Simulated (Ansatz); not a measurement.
Rows from a G0W0 calculation on Ga2O3 (C2/m) (Ansatz 0.2.0; G0W0 on PBE, plane waves, PAW; PAW set soft_1; 4×4×2 mesh, 435 empty bands, screening to 150 eV, PAW set soft_1 files), in eV. Spin-orbit coupling is left out.

```csv
row,Σx,Σc,Vxc,Z
A,-12.25,-3.65,-16.71,0.83
B,-27.85,4.90,-21.97,0.76
C,-12.39,-4.08,-17.54,0.81
D,-27.20,4.92,-21.31,0.76
E,-11.65,-4.40,-17.15,0.81
F,-13.24,-4.02,-18.35,0.81
```

Q: Which rows are filled states and which are empty ones, and how can one tell?

Filled: B and D. Empty: A, C, E and F. The sign of Σc tells: for a filled state bare exchange, which holds its interaction with itself, lies below Vxc (Σx − Vxc is -5.9 eV or lower here) and screening gives part back as a positive Σc. For an empty state Σx lies above Vxc (+4.5 eV or more) and the Coulomb hole leaves Σc negative.

[Paths, hosts, dates, memory and timing lines, banners, echoed tables and standing remarks are left out of the program output.]

[Logs are printed without paths, hosts, clocks, repeated set-up lines and the standing remarks that a program may print on its own settings, such as how far it seeks lower states.]

[Runs of the session that timed out or met a known fault of the program may be left out.]

[Cells called generated may have been cut or substituted from an entry of the Crystallography Open Database or the Materials Project.]

[Hosts, paths, dates, database ids (printed as entryN), source tags and the programs' standing remarks are cut or masked in the printed files.]
